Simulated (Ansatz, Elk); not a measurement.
# SiSn4Bi: X-ray structure factors from the self-consistent density

The structure of SiSn4Bi used here is made up (a known structure type with other elements) and was relaxed beforehand with r2SCAN. The aim is the Fourier transform of its all-electron density, F(hkl), set beside the sum over free spherical atoms that refinements use.

Method: DFT, PBE, all-electron APW+lo, Dirac cores, scalar-relativistic bands, static density, no spin, in Elk 11.2.3 (patched build).

This account leaves out most program logs.

The structure was built from a prototype and need not be the compound's stable phase.

## 1. Starting point

The structure is orthorhombic, space group Immm (No. 71). Conventional cell: a = 3.748 Å, b = 7.767 Å, c = 11.422 Å, α = 90.00°, β = 90.00°, γ = 90.00°. Bi has 8 Sn at 3.34 Å nearest. Nearest to Sn lie 2 Si at 2.93 Å and 4 Sn at 3.15 to 3.24 Å and 2 Bi at 3.34 Å. Si has 8 Sn at 2.93 Å nearest. Farther neighbours are not listed.

## 2. Ground state and structure factors

An all-electron density is needed, since X-rays see the cores too. Task 0 finds the density and task 195 Fourier-transforms it; tshift is off so that phases refer to the origin typed.

Contents of elk.in:

```
tasks
  0
  195

xctype
  20

spinpol
  .false.

rgkmax
  7.0

gmaxvr
  14.0

lmaxo
  7

lmaxapw
  8

swidth
  0.002

tshift
  .false.

ramdisk
  .false.

hmaxvr
  5.5

maxscl
  120

epspot
  1e-06

sppath
  './'

avec
  -3.54156253766 7.33877170749 10.79246457574
  3.54156253766 -7.33877170749 10.79246457574
  3.54156253766 7.33877170749 -10.79246457574

atoms
  3
  'Bi.in'
  1
  -0.0000000000 -0.0000000000 0.0000000000   0.000000 0.000000 0.000000
  'Sn.in'
  4
  0.8454796491 0.6378045751 0.2076750741   0.000000 0.000000 0.000000
  0.1545203509 0.3621954249 0.7923249259   0.000000 0.000000 0.000000
  0.5698704990 0.3621954249 0.2076750741   0.000000 0.000000 0.000000
  0.4301295010 0.6378045751 0.7923249259   0.000000 0.000000 0.000000
  'Si.in'
  1
  0.5000000000 -0.0000000000 0.5000000000   0.000000 0.000000 0.000000

ngridk
  7 7 7
```

Command:

```console
> OMP_NUM_THREADS=4 elk
```

Elapsed: 92 s, on 4 threads of Intel Xeon Platinum 8488C (Sapphire Rapids), shared host; peak memory 0.36 GiB.

SFACRHO.OUT:

```text

h k l indices transformed by vhmat matrix:
   1.000000000       0.000000000       0.000000000    
   0.000000000       1.000000000       0.000000000    
   0.000000000       0.000000000       1.000000000    

      h      k      l  multipl.   |H|            Re(F)            Im(F)           |F|

      0      0      0      1   0.0000000       297.00000     -0.25634165E-15   297.00000    
     -1      0      0      4  0.51767553       34.660701     -0.12034064E-14   34.660701    
     -1     -1      1      2  0.58218262       61.800455     -0.78351147E-14   61.800455    
     -1      1     -1      2  0.85616307      -66.430020      0.10174687E-13   66.430020    
      0      1      0      4  0.93360415      -27.595491      0.54010273E-15   27.595491    
      2      1     -1      4  0.97255394       102.79376     -0.29972229E-13   102.79376    
      1     -1      0      4  0.98495500       109.20944      0.12573214E-14   109.20944    
     -2      0      0      4   1.0353511       108.35752     -0.54613832E-14   108.35752    
      1      1     -2      8   1.1441473       55.087714     -0.36157389E-13   55.087714    
     -2     -2      2      2   1.1643652      -76.008884     -0.70127583E-13   76.008884    
     -2     -1      2      4   1.2447851       221.53395      0.35029306E-13   221.53395    
      1     -2      1      8   1.2667407       171.98322     -0.12087665E-13   171.98322    
      2     -1      1      4   1.3168213       135.42685      0.34090231E-14   135.42685    
      1      3     -3      4   1.4452549       206.25265     -0.40567531E-13   206.25265    
     -3      0      1      8   1.5107962      -37.015912     -0.36603718E-13   37.015912    
     -3     -2      2      4   1.5171050       73.922108     -0.56528448E-13   73.922108    
     -2     -2      3      8   1.5250845       20.189482     -0.37815533E-13   20.189482    
      0     -3      3      4   1.5530266      -35.464073     -0.12264890E-13   35.464073
```

Elk indexes on the primitive cell of elk.in and gives |H| = 4π sin θ/λ in inverse bohr. Below, one row stands for each form hkl of the conventional cell (m members, Friedel mates merged), F is for one primitive cell and the density is static (no thermal factor). Free-atom factors are Waasmaier and Kirfel's, and R is Σm||F|−|F'||/Σm|F|.

```
hkl  m  sin θ/λ (Å⁻¹)  abs F, DFT  neutral atoms   diff.
011  4          0.078      34.661         34.861  -0.200
002  2          0.087      61.800         61.684  +0.116
020  2          0.129      66.430         66.355  +0.075
101  4          0.140      27.596         27.606  -0.011
013  4          0.146     102.794        102.975  -0.181
110  4          0.148     109.209        109.354  -0.145
022  4          0.156     108.358        108.241  +0.117
112  8          0.172      55.088         55.202  -0.114
004  2          0.175      76.009         76.108  -0.099
103  4          0.187     221.534        221.713  -0.179
121  8          0.191     171.983        172.133  -0.150
031  4          0.198     135.427        135.651  -0.224
024  4          0.217     206.253        206.685  -0.432
123  8          0.227      37.016         37.051  -0.035
015  4          0.228      73.922         73.944  -0.022
114  8          0.229      20.189         20.157  +0.032
033  4          0.234      35.464         35.622  -0.157
130  4          0.235      51.211         51.372  -0.161
132  8          0.251      74.519         74.484  +0.034
105  4          0.256     129.763        129.981  -0.218
040  2          0.258     146.173        146.341  -0.168
006  2          0.263     141.938        142.182  -0.244
```

## 3. The highest occupied states alone

An energy window below the Fermi level keeps the highest occupied states, to see at which angles they scatter; shallow core shells can lie inside it and anion s states outside. No new self-consistency is needed.

elk.in: that of step 2 with these lines changed.

```diff
@@ -1,3 +1,2 @@
 tasks
-  0
   195
@@ -40,2 +39,5 @@
 
+wsfac
+  -0.142180 0.525320
+
 sppath
```

Command:

```console
> OMP_NUM_THREADS=4 elk
```

Wall time 16 s (4 threads); peak memory 0.22 GiB; 21 s of CPU time.

States within 10 eV below the Fermi level hold 22.43 electrons; any levels below the window count with the cores, and a count that is not whole means the window cuts a band. Their amplitudes can exceed the total, where window and core parts have opposite phase:

```
hkl  sin θ/λ (Å⁻¹)  abs F, window  abs F, all
011          0.078          2.318      34.661
002          0.087          2.857      61.800
020          0.129          1.756      66.430
101          0.140          0.379      27.596
013          0.146          0.206     102.794
110          0.148          0.311     109.209
022          0.156          2.313     108.358
112          0.172          0.619      55.088
004          0.175          0.564      76.009
103          0.187          1.887     221.534
```

## 4. Another try

In this try the input is made faulty on purpose, to show what that does.

The input is changed as shown.

elk.in: that of step 3 with these lines changed.

```diff
@@ -1,2 +1,3 @@
 tasks
+  0
   195
@@ -34,3 +35,3 @@
 maxscl
-  120
+  40
 
@@ -39,7 +40,7 @@
 
-wsfac
-  -0.142180 0.525320
-
 sppath
   './'
+
+scale
+  0.52917721
```

Command:

```console
> OMP_NUM_THREADS=4 elk
```

Run time: 2.7 min. Hardware: 4 threads; peak memory 0.28 GiB.

The fault put into the input: lattice vectors in angstrom read as bohr.

## 5. Another functional

The difference from free atoms is small, so it is set against the change that LDA (Perdew-Wang) makes.

elk.in: that of step 4 with these lines changed.

```diff
@@ -5,3 +5,3 @@
 xctype
-  20
+  3
 
@@ -35,3 +35,3 @@
 maxscl
-  40
+  120
 
@@ -42,5 +42,2 @@
   './'
-
-scale
-  0.52917721
```

Command:

```console
> OMP_NUM_THREADS=4 elk
```

It took 57 s on 4 threads; peak memory 0.28 GiB; 3 min of CPU time.

Against the first run R = 0.03 %; the largest change is -0.077 at 224.

## 6. A coarser k-mesh

About half the k-points along each axis test the sampling.

elk.in: that of step 5 with these lines changed.

```diff
@@ -5,3 +5,3 @@
 xctype
-  3
+  20
 
@@ -64,2 +64,2 @@
 ngridk
-  7 7 7
+  4 4 4
```

Command:

```console
> OMP_NUM_THREADS=4 elk
```

Elapsed: 46 s, on 4 threads; peak memory 0.35 GiB; 1.8 min of CPU time.

Against the first run R = 0.00 %; the largest change is -0.049 at 024.

## 7. Settings against the effect

```
              run  R against the first run (%)  R against neutral atoms, low angle (%)  wall time
    PBE, rgkmax 7                         0.00                                    0.15       92 s
LDA (Perdew-Wang)                         0.03                                    0.15       57 s
     k-mesh 4×4×4                         0.00                                    0.15       46 s
```

## 8. What came out

```json
{"R against neutral atoms, sin θ/λ < 0.3 Å⁻¹": "0.15 %", "R against neutral atoms, 0.3 to 0.54 Å⁻¹": "0.05 %"}
```

In words: Independent neutral atoms miss the calculated amplitudes by R = 0.15 % below 0.3 Å⁻¹ and 0.05 % from there to 0.54 Å⁻¹; by shells, 0.19 % below 0.15 Å⁻¹ (6 forms), 0.15 % 0.15 to 0.3 (26 forms), 0.04 % 0.3 to 0.45 (60 forms), 0.07 % above 0.45 (57 forms). Bonding, aspherical density and the tables' own atoms all enter these figures, and the runs don't part them. The largest change of an amplitude is -0.43 electrons, at 024. The window's part falls from 22.4 electrons at the origin to at most 0.41 between 0.45 and 0.54 Å⁻¹. Below 0.3 Å⁻¹ the changes that finished (LDA (Perdew-Wang) and k-mesh 4×4×4) move F by R = 0.02 % at most, against the 0.15 % that separates it from free atoms. The basis has no finished test. Spin-orbit coupling is left out, which can matter for elements this heavy. Part of the difference isn't bonding: the tables are fits to free atoms and ions calculated by other methods than this functional. Thermal motion, anomalous dispersion and extinction are left out.

[Logs are printed without paths, hosts, clocks, repeated set-up lines and the standing remarks that a program may print on its own settings, such as how far it seeks lower states.]

[Hosts, paths, dates, database ids (printed as entryN), source tags and the programs' standing remarks are cut or masked in the printed files.]
